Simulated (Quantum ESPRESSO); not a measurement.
## NbCrP: which magnetic order is lowest

The structure is orthorhombic, space group Pnma (No. 62). The conventional cell has a = 6.288 Å, b = 3.536 Å, c = 7.421 Å, α = 90.00°, β = 90.00°, γ = 90.00°. Nearest to Nb lie 5 P at 2.61 to 2.71 Å and 4 Cr at 2.83 to 2.86 Å. Nearest to Cr lie 4 P at 2.33 to 2.42 Å and 2 Cr at 2.69 Å and 4 Nb at 2.83 to 2.86 Å. Nearest to P lie 4 Cr at 2.33 to 2.42 Å and 5 Nb at 2.61 to 2.71 Å. Farther neighbours are not listed.

```
method                  : PBEsol; plane waves with GBRV 1.5 PBEsol potentials, no spin-orbit coupling, projections on orthogonalised atomic orbitals (and 2 further levels or steps)
program                 : Quantum ESPRESSO 7.5
settings of one run     : GBRV 1.5 PBEsol, cutoff 544.23 eV, 4×8×4 k-mesh, 90 bands, fermi-dirac occupations, smearing width 0.1 eV, collinear spin, SCF threshold 2.40e-8, starting moments 0 0 0 0 2.5 2.5 2.5 2.5 0 0 0 0 μB
cost                    : 5 runs, 34 min in all on 4 MPI ranks of Arm Neoverse V1, shared host (the runs of this entry)
notes                   : Only these 3 starts were compared; other wavevectors, canted and longer-period orders were not.
lowest state found      : ferromagnetic (from ferro ++++)
largest site moment     : 1.20 μB
next state with moments : antiferromagnetic, 24.0 meV a seeded atom higher
```

The smearing terms TS of the orders run from 81 to 105 meV a seeded atom, so the differences would change at a smaller width: an order with a larger TS is lowered more by the smearing. The largest moment reads 1.20 μB in the sphere and 1.39 μB by Löwdin projection; a site moment hangs on how space is shared out.

[Logs and program files are shortened in this print: banners, set-up blocks, solver, clock and traceback lines can be left out without a mark of their own.]

[Logs are printed without paths, hosts, clocks, repeated set-up lines and the standing remarks that a program may print on its own settings, such as how far it seeks lower states.]

[Hosts, paths, dates, database ids (printed as entryN), source tags and the programs' standing remarks are cut or masked in the printed files.]

[Where a cell is said to come from a database of computed structures, the database is the Materials Project.]
